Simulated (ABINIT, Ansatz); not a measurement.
# CO2 (P4_2/mnm): G0W0 with ABINIT, start to end, part 2 of 3

Aim: the G0W0 gap of CO2 (P4_2/mnm) on LDA, step by step.

ABINIT 10.8.3; LDA and many-body steps on it, plane waves. Known limits of the many-body steps: not at the basis limit; coarse k mesh.

So far. Step 2 (Ground state): The gap is indirect, with the least direct gap 0.49 eV higher.

**3. Bands along the symmetry lines**

Level of this step: DFT, LDA, plane waves, norm-conserving pseudopotentials (ABINIT).

Levels along a band path, at the cheap level, show where the edges lie and whether the meshes to come will hold them.

Contents of run.abi:

```
acell 3*1.0 Angstrom
rprim 
  4.227212790000 0.000000000000 0.000000000000
  0.000000000000 4.227212790000 0.000000000000
  0.000000000000 0.000000000000 4.687771590000
ntypat 2
znucl 6 8
natom 6
typat 1 1 2 2 2 2
xred 
  0.500000000000 0.500000000000 0.500000000000
  0.000000000000 0.000000000000 0.000000000000
  0.304826860000 0.695173140000 0.500000000000
  0.695173140000 0.304826860000 0.500000000000
  0.195173140000 0.195173140000 0.000000000000
  0.804826860000 0.804826860000 0.000000000000
pp_dirpath "pseudos"
pseudos "C.upf, O.upf"
ecut 37
iscf -2
irdden 1
kptopt 0
nkpt 75
kpt 
  0.00000000 0.00000000 0.00000000
  0.00000000 0.06250000 0.00000000
  0.00000000 0.12500000 0.00000000
  0.00000000 0.18750000 0.00000000
  0.00000000 0.25000000 0.00000000
  0.00000000 0.31250000 0.00000000
  0.00000000 0.37500000 0.00000000
  0.00000000 0.43750000 0.00000000
  0.00000000 0.50000000 0.00000000
  0.06250000 0.50000000 0.00000000
  0.12500000 0.50000000 0.00000000
  0.18750000 0.50000000 0.00000000
  0.25000000 0.50000000 0.00000000
  0.31250000 0.50000000 0.00000000
  0.37500000 0.50000000 0.00000000
  0.43750000 0.50000000 0.00000000
  0.50000000 0.50000000 0.00000000
  0.43750000 0.43750000 0.00000000
  0.37500000 0.37500000 0.00000000
  0.31250000 0.31250000 0.00000000
  0.25000000 0.25000000 0.00000000
  0.18750000 0.18750000 0.00000000
  0.12500000 0.12500000 0.00000000
  0.06250000 0.06250000 0.00000000
  0.00000000 0.00000000 0.00000000
  0.00000000 0.00000000 0.06250000
  0.00000000 0.00000000 0.12500000
  0.00000000 0.00000000 0.18750000
  0.00000000 0.00000000 0.25000000
  0.00000000 0.00000000 0.31250000
  0.00000000 0.00000000 0.37500000
  0.00000000 0.00000000 0.43750000
  0.00000000 0.00000000 0.50000000
  0.00000000 0.06250000 0.50000000
  0.00000000 0.12500000 0.50000000
  0.00000000 0.18750000 0.50000000
  0.00000000 0.25000000 0.50000000
  0.00000000 0.31250000 0.50000000
  0.00000000 0.37500000 0.50000000
  0.00000000 0.43750000 0.50000000
  0.00000000 0.50000000 0.50000000
  0.06250000 0.50000000 0.50000000
  0.12500000 0.50000000 0.50000000
  0.18750000 0.50000000 0.50000000
  0.25000000 0.50000000 0.50000000
  0.31250000 0.50000000 0.50000000
  0.37500000 0.50000000 0.50000000
  0.43750000 0.50000000 0.50000000
  0.50000000 0.50000000 0.50000000
  0.43750000 0.43750000 0.50000000
  0.37500000 0.37500000 0.50000000
  0.31250000 0.31250000 0.50000000
  0.25000000 0.25000000 0.50000000
  0.18750000 0.18750000 0.50000000
  0.12500000 0.12500000 0.50000000
  0.06250000 0.06250000 0.50000000
  0.00000000 0.00000000 0.50000000
  0.00000000 0.50000000 0.00000000
  0.00000000 0.50000000 0.06250000
  0.00000000 0.50000000 0.12500000
  0.00000000 0.50000000 0.18750000
  0.00000000 0.50000000 0.25000000
  0.00000000 0.50000000 0.31250000
  0.00000000 0.50000000 0.37500000
  0.00000000 0.50000000 0.43750000
  0.00000000 0.50000000 0.50000000
  0.50000000 0.50000000 0.00000000
  0.50000000 0.50000000 0.06250000
  0.50000000 0.50000000 0.12500000
  0.50000000 0.50000000 0.18750000
  0.50000000 0.50000000 0.25000000
  0.50000000 0.50000000 0.31250000
  0.50000000 0.50000000 0.37500000
  0.50000000 0.50000000 0.43750000
  0.50000000 0.50000000 0.50000000
istwfk *1
nband 23
nbdbuf 2
tolwfr 1e-08
nstep 40
prtwf 0
prtvol 0
indata_prefix "in"
outdata_prefix "out"
tmpdata_prefix "tmp"
```

Command:

```sh
> OMP_NUM_THREADS=1 mpirun -n 4 abinit run.abi > log
```

Numbers of over 12 decimals in the logs are rounded to 6 here.

The program printed:

```text
.Version 10.8.3 of ABINIT. v10.8.2 released Aug 2026.

 Symmetries : space group P4_2/m n m (#136); Bravais tP (primitive tetrag.)
[... echo of the input left out ...]
== DATASET  1 ==================================================================
-   mpi_nproc: 4, omp_nthreads: 1 (-1 if OMP is not activated)

--- !DatasetInfo
iteration_state: {dtset: 1, }
dimensions: {natom: 6, nkpt: 75, mband: 23, nsppol: 1, nspinor: 1, nspden: 1, mpw: 6124, }
cutoff_energies: {ecut:  37.0, pawecutdg:  -1.0, }
electrons: {nelect:   3.20000000E+01, charge:   0.00000000E+00, occopt:   1.00000000E+00, tsmear:   1.00000000E-02, }

 Real(R)+Recip(G) space primitive vectors, cartesian coordinates (Bohr,Bohr^-1):
 R(1)=  7.9882744  0.0000000  0.0000000  G(1)=  0.1251835  0.0000000  0.0000000
 R(2)=  0.0000000  7.9882744  0.0000000  G(2)=  0.0000000  0.1251835  0.0000000
 R(3)=  0.0000000  0.0000000  8.8586044  G(3)=  0.0000000  0.0000000  0.1128846
 Unit cell volume ucvol=  5.6528995E+02 bohr^3
 Angles (23,13,12)=  9.00000000E+01  9.00000000E+01  9.00000000E+01 degrees

 getcut: wavevector=  0.0000  0.0000  0.0000  ngfft=  45  45  50
         ecut(hartree)=     37.000   => boxcut(ratio)=   2.01156

--- Pseudopotential description ------------------------------------------------
- C Generated using ONCVPSP code by D. R. Hamann
-  6.00000   4.00000  180309                  znucl, zion, pspdat
12 -1012 1 -1 1234                            pspcod,pspxc,lmax,lloc,mmax
     nproj     2     2     0
  pspatm : epsatm=    4.35103003
         --- l  ekb(1:nproj) -->
             0    6.431505    0.400560
             1   -4.185684   -0.892924
 pspatm: atomic psp has been read  and splines computed

- O Generated using ONCVPSP code by D. R. Hamann
-  8.00000   6.00000  201201                  znucl, zion, pspdat
12 -1012 2 -1 926                             pspcod,pspxc,lmax,lloc,mmax
     nproj     2     2     1
  pspatm : epsatm=    6.27558587
         --- l  ekb(1:nproj) -->
             0    6.026028    0.816167
[...]
2   -1.033686
 pspatm: atomic psp has been read  and splines computed

--------------------------------------------------------------------------------

================================================================================
 prteigrs : about to open file out_EIG
 Non-SCF case, kpt    1 (  0.00000  0.00000  0.00000), residuals and eigenvalues=
  5.98E-09  4.42E-09  7.46E-09  8.41E-09  5.74E-09  3.28E-09  3.74E-09  3.07E-09
  3.90E-09  2.87E-09  3.14E-09  3.60E-09  5.36E-09  3.23E-09  7.93E-09  7.46E-09
  5.78E-09  7.92E-09  7.51E-09  9.41E-09  5.25E-09  8.37E-09  3.40E-05
 -8.7984E-01 -8.6823E-01 -8.3707E-01 -8.3707E-01 -3.2786E-01 -3.1534E-01
 -3.0740E-01 -2.8444E-01 -2.8444E-01 -2.5674E-01 -2.5674E-01 -2.5466E-01
 -1.7966E-01 -1.4723E-01 -1.4439E-01 -1.4439E-01  1.0591E-01  1.4334E-01
[...]
-1.4585E-01 -1.4585E-01 -1.2652E-01 -1.2652E-01  1.5091E-01  1.5091E-01
  1.7619E-01  1.7619E-01  2.8382E-01  2.8382E-01  3.5427E-01

--- !ResultsGS
iteration_state: {dtset: 1, }
comment   : Summary of ground state results
lattice_vectors:
- [  7.9882744,   0.0000000,   0.0000000, ]
- [  0.0000000,   7.9882744,   0.0000000, ]
- [  0.0000000,   0.0000000,   8.8586044, ]
lattice_lengths: [   7.98827,    7.98827,    8.85860, ]
lattice_angles: [ 90.000,  90.000,  90.000, ] # degrees, (23, 13, 12)
lattice_volume:   5.6528995E+02
convergence: {deltae:  0.000E+00, res2:  0.000E+00, residm:  9.990E-09, diffor:  0.000E+00, }
etotal    :  -7.80259371E+01
entropy   :   0.00000000E+00
fermie    :  -1.26518767E-01
cartesian_stress_tensor: null
pressure_GPa: null
xred      :
- [  5.0000E-01,   5.0000E-01,   5.0000E-01,  C]
- [  0.0000E+00,   0.0000E+00,   0.0000E+00,  C]
- [  3.0483E-01,   6.9517E-01,   5.0000E-01,  O]
- [  6.9517E-01,   3.0483E-01,   5.0000E-01,  O]
- [  1.9517E-01,   1.9517E-01,   0.0000E+00,  O]
- [  8.0483E-01,   8.0483E-01,   0.0000E+00,  O]
cartesian_forces: null
force_length_stats: {min: null, max: null, mean: null, }

 Integrated electronic density in atomic spheres:
 ------------------------------------------------
 Atom  Sphere_radius  Integrated_density
[...]
================================================================================

 ----iterations are completed or convergence reached----

 Mean square residual over all n,k,spin=   54.234E-10; max=  99.902E-10
 reduced coordinates (array xred) for    6 atoms
[...]
0.195173140000      0.195173140000      0.000000000000
       0.804826860000      0.804826860000      0.000000000000

 cartesian coordinates (angstrom) at end:
    1      2.113606     2.113606     2.343886
    2      0.000000     0.000000     0.000000
    3      1.288568     2.938645     2.343886
    4      2.938645     1.288568     2.343886
    5      0.825038     0.825038     0.000000
    6      3.402174     3.402174     0.000000
 length scales=  1.889726125908  1.889726125908  1.889726125908 bohr
              =  1.000000000000  1.000000000000  1.000000000000 angstroms
 prteigrs : about to open file out_EIG
 Eigenvalues (hartree) for nkpt=  75  k points:
 kpt#   1, nband= 23, wtk=  1.00000, kpt=  0.0000  0.0000  0.0000 (reduced coord)
[...]
kpt#   2, nband= 23, wtk=  1.00000, kpt=  0.0000  0.0625  0.0000 (reduced coord)
[...]
kpt#   3, nband= 23, wtk=  1.00000, kpt=  0.0000  0.1250  0.0000 (reduced coord)
[...]
kpt#  74, nband= 23, wtk=  1.00000, kpt=  0.5000  0.5000  0.4375 (reduced coord)
[...]
0.15148    0.15148    0.17618    0.17618    0.28104    0.28104    0.35302
 kpt#  75, nband= 23, wtk=  1.00000, kpt=  0.5000  0.5000  0.5000 (reduced coord)
  -0.87085   -0.87085   -0.83990   -0.83990   -0.33075   -0.33075   -0.29604   -0.29604
  -0.28282   -0.28282   -0.26587   -0.26587   -0.14585   -0.14585   -0.12652   -0.12652
   0.15091    0.15091    0.17619    0.17619    0.28382    0.28382    0.35427

== END DATASET(S) ==============================================================
================================================================================

 -outvars: echo values of variables after computation  --------
            nband          23
             nkpt          75
          spgroup         136
 [... the other variables as echoed above ...]

 Calculation completed.
```

It took 37 s on 4 MPI ranks of Arm Neoverse V2, shared host; peak memory 0.43 GiB.

This step gave:

```
gap                        : 6.325 eV
k of the valence top       : 0.5, 0.5, 0.5
k of the conduction bottom : 0, 0, 0
least direct gap           : 6.811 eV
```

The gap is 6.325 eV, as in the run before at this level.

Electronic bands along the path, in eV, zero at the top of the highest filled band:

```
    point  band 13  band 14  band 15  band 16  band 17  band 18  band 19  band 20
        Γ    -1.45    -0.56    -0.49    -0.49     6.32     7.34     7.78     7.78
  halfway    -1.06    -0.50    -0.49    -0.46     7.07     7.56     7.88     7.89
        X    -0.55    -0.55    -0.50    -0.50     7.97     7.97     8.08     8.08
  halfway    -0.59    -0.59    -0.26    -0.26     8.07     8.07     8.09     8.09
        M    -0.69    -0.69     0.00     0.00     8.11     8.11     8.23     8.23
  halfway    -0.70    -0.59    -0.50    -0.28     7.68     7.72     7.84     8.12
        Γ    -1.45    -0.56    -0.49    -0.49     6.32     7.34     7.78     7.78
  halfway    -1.33    -0.70    -0.49    -0.49     6.76     7.66     7.85     7.85
        Z    -1.02    -1.02    -0.49    -0.49     7.70     7.70     7.92     7.92
  halfway    -0.88    -0.88    -0.45    -0.45     7.84     7.84     8.09     8.09
        R    -0.93    -0.93    -0.27    -0.27     7.83     7.83     8.34     8.34
  halfway    -0.66    -0.66    -0.17    -0.17     7.66     7.66     8.25     8.25
        A    -0.53    -0.53     0.00     0.00     7.55     7.55     8.24     8.24
  halfway    -0.70    -0.65    -0.51    -0.28     7.66     7.71     8.15     8.29
        Z    -1.02    -1.02    -0.49    -0.49     7.70     7.70     7.92     7.92
jump to X    -0.55    -0.55    -0.50    -0.50     7.97     7.97     8.08     8.08
  halfway    -0.79    -0.79    -0.33    -0.33     7.90     7.90     8.20     8.20
        R    -0.93    -0.93    -0.27    -0.27     7.83     7.83     8.34     8.34
jump to M    -0.69    -0.69     0.00     0.00     8.11     8.11     8.23     8.23
  halfway    -0.61    -0.61     0.00     0.00     7.78     7.78     8.23     8.23
        A    -0.53    -0.53     0.00     0.00     7.55     7.55     8.24     8.24
```

**4. Empty states on the mesh, 2×2×2 mesh, 166 bands**

The sums over transitions need many empty states on a uniform mesh; this step solves for them.

Contents of run.abi:

```
acell 3*1.0 Angstrom
rprim 
  4.227212790000 0.000000000000 0.000000000000
  0.000000000000 4.227212790000 0.000000000000
  0.000000000000 0.000000000000 4.687771590000
ntypat 2
znucl 6 8
natom 6
typat 1 1 2 2 2 2
xred 
  0.500000000000 0.500000000000 0.500000000000
  0.000000000000 0.000000000000 0.000000000000
  0.304826860000 0.695173140000 0.500000000000
  0.695173140000 0.304826860000 0.500000000000
  0.195173140000 0.195173140000 0.000000000000
  0.804826860000 0.804826860000 0.000000000000
pp_dirpath "pseudos"
pseudos "C.upf, O.upf"
ecut 37
ngkpt 2 2 2
nshiftk 1
shiftk 0 0 0
kptopt 1
chksymbreak 0
iscf -2
irdden 1
istwfk *1
nband 166
nbdbuf 14
tolwfr 1e-09
nstep 60
prtvol 0
indata_prefix "in"
outdata_prefix "out"
tmpdata_prefix "tmp"
```

The program printed:

```text
.Version 10.8.3 of ABINIT. v10.8.2 released Aug 2026.

 Symmetries : space group P4_2/m n m (#136); Bravais tP (primitive tetrag.)
[... echo of the input left out ...]
== DATASET  1 ==================================================================
-   mpi_nproc: 4, omp_nthreads: 1 (-1 if OMP is not activated)

--- !DatasetInfo
iteration_state: {dtset: 1, }
dimensions: {natom: 6, nkpt: 6, mband: 166, nsppol: 1, nspinor: 1, nspden: 1, mpw: 6088, }
cutoff_energies: {ecut:  37.0, pawecutdg:  -1.0, }
electrons: {nelect:   3.20000000E+01, charge:   0.00000000E+00, occopt:   1.00000000E+00, tsmear:   1.00000000E-02, }

 Real(R)+Recip(G) space primitive vectors, cartesian coordinates (Bohr,Bohr^-1):
 R(1)=  7.9882744  0.0000000  0.0000000  G(1)=  0.1251835  0.0000000  0.0000000
 R(2)=  0.0000000  7.9882744  0.0000000  G(2)=  0.0000000  0.1251835  0.0000000
 R(3)=  0.0000000  0.0000000  8.8586044  G(3)=  0.0000000  0.0000000  0.1128846
 Unit cell volume ucvol=  5.6528995E+02 bohr^3
 Angles (23,13,12)=  9.00000000E+01  9.00000000E+01  9.00000000E+01 degrees

 getcut: wavevector=  0.0000  0.0000  0.0000  ngfft=  45  45  50
         ecut(hartree)=     37.000   => boxcut(ratio)=   2.01156

--- Pseudopotential description ------------------------------------------------
- C Generated using ONCVPSP code by D. R. Hamann
-  6.00000   4.00000  180309                  znucl, zion, pspdat
12 -1012 1 -1 1234                            pspcod,pspxc,lmax,lloc,mmax
     nproj     2     2     0
  pspatm : epsatm=    4.35103003
         --- l  ekb(1:nproj) -->
             0    6.431505    0.400560
             1   -4.185684   -0.892924
 pspatm: atomic psp has been read  and splines computed

- O Generated using ONCVPSP code by D. R. Hamann
-  8.00000   6.00000  201201                  znucl, zion, pspdat
12 -1012 2 -1 926                             pspcod,pspxc,lmax,lloc,mmax
     nproj     2     2     1
  pspatm : epsatm=    6.27558587
         --- l  ekb(1:nproj) -->
             0    6.026028    0.816167
[...]
2   -1.033686
 pspatm: atomic psp has been read  and splines computed

--------------------------------------------------------------------------------

================================================================================
 prteigrs : about to open file out_EIG
 Non-SCF case, kpt    1 (  0.00000  0.00000  0.00000), residuals and eigenvalues=
  5.17E-10  3.34E-10  6.33E-10  4.67E-10  3.75E-10  6.02E-10  4.04E-10  7.49E-10
  5.56E-10  1.84E-10  1.41E-10  2.53E-10  2.88E-10  9.50E-10  6.90E-10  5.66E-10
  1.89E-10  4.39E-10  4.62E-10  9.50E-10  5.39E-10  2.33E-10  3.32E-10  4.45E-10
[...]
2.91E-04  4.66E-05  7.30E-05  1.29E-04  7.48E-04  1.18E-03
 -8.7984E-01 -8.6823E-01 -8.3707E-01 -8.3707E-01 -3.2786E-01 -3.1534E-01
 -3.0740E-01 -2.8444E-01 -2.8444E-01 -2.5674E-01 -2.5674E-01 -2.5466E-01
[...]
2.8732E+00  2.8732E+00  2.8956E+00  2.8962E+00  2.8969E+00  2.9156E+00
  2.9165E+00  2.9172E+00  2.9210E+00  2.9335E+00
 prteigrs : prtvol=0 or 1, do not print more k-points.

--- !ResultsGS
iteration_state: {dtset: 1, }
comment   : Summary of ground state results
lattice_vectors:
- [  7.9882744,   0.0000000,   0.0000000, ]
- [  0.0000000,   7.9882744,   0.0000000, ]
- [  0.0000000,   0.0000000,   8.8586044, ]
lattice_lengths: [   7.98827,    7.98827,    8.85860, ]
lattice_angles: [ 90.000,  90.000,  90.000, ] # degrees, (23, 13, 12)
lattice_volume:   5.6528995E+02
convergence: {deltae:  0.000E+00, res2:  0.000E+00, residm:  9.943E-10, diffor:  0.000E+00, }
etotal    :  -7.80259371E+01
entropy   :   0.00000000E+00
fermie    :  -1.26518767E-01
cartesian_stress_tensor: null
pressure_GPa: null
xred      :
- [  5.0000E-01,   5.0000E-01,   5.0000E-01,  C]
- [  0.0000E+00,   0.0000E+00,   0.0000E+00,  C]
- [  3.0483E-01,   6.9517E-01,   5.0000E-01,  O]
- [  6.9517E-01,   3.0483E-01,   5.0000E-01,  O]
- [  1.9517E-01,   1.9517E-01,   0.0000E+00,  O]
- [  8.0483E-01,   8.0483E-01,   0.0000E+00,  O]
cartesian_forces: null
force_length_stats: {min: null, max: null, mean: null, }

 Integrated electronic density in atomic spheres:
 ------------------------------------------------
 Atom  Sphere_radius  Integrated_density
[...]
================================================================================

 ----iterations are completed or convergence reached----

 Mean square residual over all n,k,spin=   42.622E-11; max=  99.427E-11
 reduced coordinates (array xred) for    6 atoms
[...]
0.195173140000      0.195173140000      0.000000000000
       0.804826860000      0.804826860000      0.000000000000

 cartesian coordinates (angstrom) at end:
    1      2.113606     2.113606     2.343886
    2      0.000000     0.000000     0.000000
    3      1.288568     2.938645     2.343886
    4      2.938645     1.288568     2.343886
    5      0.825038     0.825038     0.000000
    6      3.402174     3.402174     0.000000
 length scales=  1.889726125908  1.889726125908  1.889726125908 bohr
              =  1.000000000000  1.000000000000  1.000000000000 angstroms
 prteigrs : about to open file out_EIG
 Eigenvalues (hartree) for nkpt=   6  k points:
 kpt#   1, nband=166, wtk=  0.12500, kpt=  0.0000  0.0000  0.0000 (reduced coord)
[...]
2.62740    2.64346    2.65171    2.66574    2.66796    2.67507    2.68829    2.68829
   2.69934    2.81110    2.81110    2.86666    2.87318    2.87325    2.89562    2.89618
   2.89687    2.91556    2.91650    2.91724    2.92102    2.93347
 prteigrs : prtvol=0 or 1, do not print more k-points.

== END DATASET(S) ==============================================================
================================================================================

 -outvars: echo values of variables after computation  --------
            nband         166
             nkpt           6
          spgroup         136
 [... the other variables as echoed above ...]

 Calculation completed.
```

It took 62 s on 4 MPI ranks; peak memory 0.39 GiB; 4.1 min of CPU time.

This step gave:

| Item | Value |
| --- | --- |
| gap | 6.325 eV |
| k of the valence top | 0.5, 0.5, 0.5 |
| k of the conduction bottom | 0, 0, 0 |
| least direct gap | 6.811 eV |
| k points computed | 6 |
| lowest point of the top converged band, above the valence top | 76.5949 eV |

On this mesh the gap is 6.325 eV.

(Part 2 of 3 ends here.)

[Paths, hosts, dates, memory and timing lines, banners, echoed tables and standing remarks are left out of the program output.]

[Logs are printed without paths, hosts, clocks, repeated set-up lines and the standing remarks that a program may print on its own settings, such as how far it seeks lower states.]

[Runs of the session that timed out or met a known fault of the program may be left out.]

[Hosts, paths, dates, database ids (printed as entryN), source tags and the programs' standing remarks are cut or masked in the printed files.]

[G0W0 gaps are taken among the corrected bands and points alone; a level outside them can change the order at an edge.]

[Where Ansatz stands beside ABINIT at settings called matched, ABINIT's density can come from a denser mesh and the files from another edition; pairs whose starting gaps differed by over 0.03 eV were left out, so agreement reads better than it is.]
